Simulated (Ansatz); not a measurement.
# SbP (model cell, started as CsCl type): a soft mode frozen in, part 3 of 3

Wanted: the energy along a soft mode of SbP (model cell, started as CsCl type) and the structure at the end.

Ansatz 0.2.0; DFT PBEsol, scalar-relativistic, plane waves, PAW.

So far. Step 5 (Energy along the mode, all amplitudes (two of the runs …): The lowest of the steps tried is at 0.32 Å, 15.6 meV/atom below the parent; the bottom of the well need not coincide with a step. Step 7 (The new phase in its own primitive cell): The largest force component left is 0.65 meV/Å and the pressure is 0.004 GPa, within the tolerances set. The cell now holds 21.05 Å³/atom. The relaxed cell has a, b, c = 6.664, 14.058, 3.595 Å (conventional setting).

The structure was built from a prototype and need not be the compound's stable phase.

## (8) Modes of the new phase, k-mesh 6×6×8

A relaxed structure may still be a saddle point, so its zone-centre modes are computed. No field response is asked, since the mesh shows no gap.

input.yaml

```yaml
crystal:
  lattice:
    - [3.3318716047, -7.0289631055, 0.0]
    - [3.3318716047, 7.0289631055, 0.0]
    - [0.0, 0.0, 3.5953607958]
  atoms:
    - { symbol: Sb, position: [0.25, 0.25, 0.0] }
    - { symbol: Sb, position: [0.75, 0.75, 0.0] }
    - { symbol: Sb, position: [0.5, 0.0, 0.0] }
    - { symbol: Sb, position: [0.0, 0.5, 0.0] }
    - { symbol: P, position: [0.8830917744, 0.1169082256, 0.3678588124] }
    - { symbol: P, position: [0.3830917744, 0.6169082256, 0.6321411876] }
    - { symbol: P, position: [0.1169082256, 0.8830917744, 0.6321411876] }
    - { symbol: P, position: [0.6169082256, 0.3830917744, 0.3678588124] }
kpoints:
  mp_grid: { grid: [6, 6, 8] }
hamiltonian:
  xc: pbesol
scf:
  occupations: { method: methfessel_paxton, width: 0.15 }
output:
  eigenvalues: true
phonons:
  method: dfpt
```

Command:

```sh
> ansatz run input.yaml --threads 4 --pin off --max-ram 7168MiB --backend cpu --events-out ev --progress --plain --runs-dir out
```

Numbers of over 12 decimals in the logs are rounded to 6 here.

The program printed:

```text
[...]
Crystal: 8 atoms, lattice volume = 168.404 Å³
Basis set: ecut = 420 eV, 3281 PW (Γ), exchange–correlation on 108×108×50 points (8 copies of the dense FFT grid, shifted against one another)
Bands: 48, of which v1, the nominal top of the filled ones, is band 40 counted from 1 (39 counted from 0)
Symmetry: 8 space group operations
k-points: 148 of 288 (irreducible under 1 space group operation, time reversal used)
[...]
SCF iter   1: F=—  HF=-28589.764642 eV  |F-HF|=—  |Δ(HF+E_count)|=         —  Δρ=6.71e-3  dr2=1.55e-1  ethr=1.77e-3  ⟨swp⟩=8.4  Hψ=31637  notcnv=0
[...]
SCF iter  10: F=-28589.719152 eV  HF=-28589.719152 eV  |F-HF|=1.09e-11  |Δ(HF+E_count)|=  1.46e-11  S|Δr|=    0.00e0  Δρ=3.73e-8  dr2=5.12e-12  ethr=1.00e-12  ⟨swp⟩=13.1  Hψ=39749  notcnv=0
SCF 1 converged in 10 iterations: F = -28589.719152 eV  dr2 = 5.12e-12
[...]
DFPT response loops at Γ: preconditioner auto → Kerker (q_TF=auto, 2.410 Å⁻¹) (partly filled bands, converged f_vac=0.000); β = 1.00, the filter's whole step (`scf.mixing.beta` (0.50) is not read by the response loops under this deck's `scf.mixing.preconditioner`; to damp them name `kerker` or `kerker_dos`, under which they read `scf.mixing.beta`, and type it under 1.00, their step now; both keys bind the ground state too); Broyden in place of MSR1
SCF converged after 10 iterations
[...]
Free energy (F): -28589.719152 eV
[...]
Internal energy: -28589.723137 eV  (E = F + TS)
E sigma→0 (E₀):  -28589.720148 eV
Entropy (-TS):   0.003986 eV (0.498 meV/atom)
Fermi energy:    10.979667 eV
[...]
--- Band table (eV; the first three rows and the last of 148) ---
  k-point 0: bands = [... 36 lower, 10.2361, 10.3761, 10.6120, 11.3835, 12.0013, 12.0919, 12.7823, 13.0337, ... 4 higher]
  k-point 1: bands = [... 36 lower, 9.6248, 9.6285, 9.8633, 10.2023, 11.8024, 12.7967, 12.8614, 13.0099, ... 4 higher]
  k-point 2: bands = [... 36 lower, 8.9294, 9.1549, 9.2521, 9.9209, 10.8484, 12.5052, 12.6868, 13.6537, ... 4 higher]
  k-point 147: bands = [... 36 lower, 8.1592, 8.3422, 8.3629, 8.6418, 12.2741, 12.4034, 13.0200, 13.2857, ... 4 higher]
--- Phonons (Γ-DFPT): 9 representative perturbations + reference, on 148 of 288 k-points (Σ response iterations 27) ---
  k mesh reduced under 1 symmetry operation, with k and −k counted as one. Each operation leaves every solved perturbation unchanged. A smaller set is not used because it would not reduce the number of displacements times k-points to solve
  ASR residual: 5.570e-5 → 0.000e0 eV/Å²; symmetrization residual: 1.919e-5 eV/Å²
  ASR residual per site (eV/Å²): 5.57e-5 5.57e-5 4.52e-5 4.52e-5 2.91e-5 2.91e-5 2.91e-5 2.91e-5
  Γ frequencies (cm⁻¹): -79.40 -43.57 -41.03 -30.88 0.00 0.00 0.00 42.37 75.04 82.31 83.39 89.85 104.10 131.23 136.67 150.81 175.22 178.89 180.84 182.24 194.48 202.71 204.04 214.31
  non-analytic LO–TO correction: not included (Born effective charges unavailable; polar crystals: no LO–TO splitting at Γ)
```

Elapsed: 6.5 min, on 4 threads of Arm Neoverse V2, shared host; peak memory 4 GiB.

Numbers from this step:

| Item | Value |
| --- | --- |
| sum-rule residual before enforcement | 5.57e-5 eV/Å² |
| point group | mmm |
| highest optical mode at the zone centre (no LO-TO term) | 214.3 cm⁻¹ |
| lowest optical zone-centre mode | -79.4 cm⁻¹ |

Patterns of degenerate modes are one choice out of their space. The modes at Γ (shares of kinetic energy by element, %) (negative means imaginary):

```
mode  frequency (cm⁻¹)  symmetry  Sb %  P %
   1             -79.4       B1u    10   90
   2             -43.6       B3u    97    3
   3             -41.0       B1u    92    8
   4             -30.9       B1g    84   16
   5               0.0  acoustic    80   20
   6               0.0  acoustic    80   20
   7               0.0  acoustic    80   20
   8              42.4       B3u    86   14
   9              75.0        Au   100    0
  10              82.3       B2g    93    7
  11              83.4       B3g    34   66
  12              89.8       B1u    99    1
  13             104.1       B2u    34   66
  14             131.2       B2u    49   51
  15             136.7       B3u    38   62
  16             150.8        Au     0  100
  17             175.2       B2g     7   93
  18             178.9       B1g    16   84
  19             180.8        Ag     0  100
  20             182.2       B3g    40   60
  21             194.5       B3g    26   74
  22             202.7       B1u    19   81
  23             204.0        Ag     0  100
  24             214.3       B2u    38   62
```

Displacements in mode 1 (-79.4 cm⁻¹), the largest set to 1:
```
Sb1  0.00  0.00  0.25
Sb2  0.00  0.00  0.25
Sb3 -0.09  0.00  0.18
Sb4  0.09  0.00  0.18
P5   0.00  1.00 -0.84
P6   0.00 -1.00 -0.84
P7   0.00  1.00 -0.84
P8   0.00 -1.00 -0.84
```

Displacements in mode 16 (150.8 cm⁻¹), the largest set to 1:
```
Sb1  0.00  0.00  0.00
Sb2  0.00  0.00  0.00
Sb3  0.00  0.02  0.00
Sb4  0.00 -0.02  0.00
P5  -1.00  0.00  0.00
P6   1.00  0.00  0.00
P7  -1.00  0.00  0.00
P8   1.00  0.00  0.00
```

Before it was imposed, the acoustic sum rule was missed by 5.6e-5 eV/Å². Small misses are needed for a sound result but don't prove that mesh and cutoff are converged. The lowest optical mode is imaginary, 79.4i cm⁻¹, so the energy falls along it.

## (9) The phases reached

The phases reached along the modes that were followed are set side by side.

Energies are those of the first relaxation, on the mesh of the frozen mode; space group, volume and gap are those of the last relaxation. Phases, by row:

| mode frozen in | space group | energy from parent (meV/atom) | volume (Å³/atom) | gap on mesh (eV) | lowest zone-centre optical mode (cm⁻¹) | largest shift (Å) |
| --- | --- | --- | --- | --- | --- | --- |
| parent | Pm-3m | 0 | 19.78 | 0 | – | – |
| q = (0, -0.5, -0.5), 151i cm⁻¹ | P4/nmm | -47.62 | 21.49 | 0 | 20.1 | 0.558 |
| q = (0, 0.25, -0.5), 112i cm⁻¹ | Cmme | -40.14 | 21.05 | 0 | -79.4 | 0.497 |

## (10) Results

- unstable mode of the parent: q = (0, 0.25, -0.5), 112i cm⁻¹
- depth at the lowest point sampled: 15.6 meV/atom
- largest atomic shift at that point: 0.32 Å
- space group reached (within 0.01 Å): Cmme
- energy gained over the parent (first relaxation, on the mesh of the frozen mode): 40.1 meV/atom
- volume per atom, phase reached: 21.1 Å³
- lowest optical zone-centre mode, phase reached: -79.4 cm⁻¹
- highest optical mode at the zone centre (no LO-TO term), phase reached: 214 cm⁻¹

In words: Along this mode the structure falls into Cmme, 40.1 meV/atom below the parent. At the parent's cell the well is 15.57 meV/atom deep on the steps tried, with its lowest point at a shift of 0.32 Å. Relaxing atoms and cell changes the gain by +24.57 meV/atom against the lowest step (energies at zero smearing). Most of the total comes from this relaxation. The new phase still has an imaginary mode at the zone centre of its cell, so it is a saddle point on the way to a lower structure. Of the 2 patterns followed to their end from this parent, this one ends 7.49 meV/atom above the lowest, P4/nmm. Each path keeps the symmetry of its pattern, so a lower phase may lie along a pattern not tried. With no gap, or one that is small against the smearing, the frequencies hang on the k mesh and the smearing, most of all near Kohn anomalies. Spin-orbit coupling is left out, which can matter for the heavy elements here. A phonon run warned that its eigensolver left some bands unconverged in a pass. The starting cell was built on a prototype and not taken from a measurement, so the phase need not exist.

[Logs are printed without paths, hosts, clocks, repeated set-up lines and the standing remarks that a program may print on its own settings, such as how far it seeks lower states.]

[Hosts, paths, dates, database ids (printed as entryN), source tags and the programs' standing remarks are cut or masked in the printed files.]
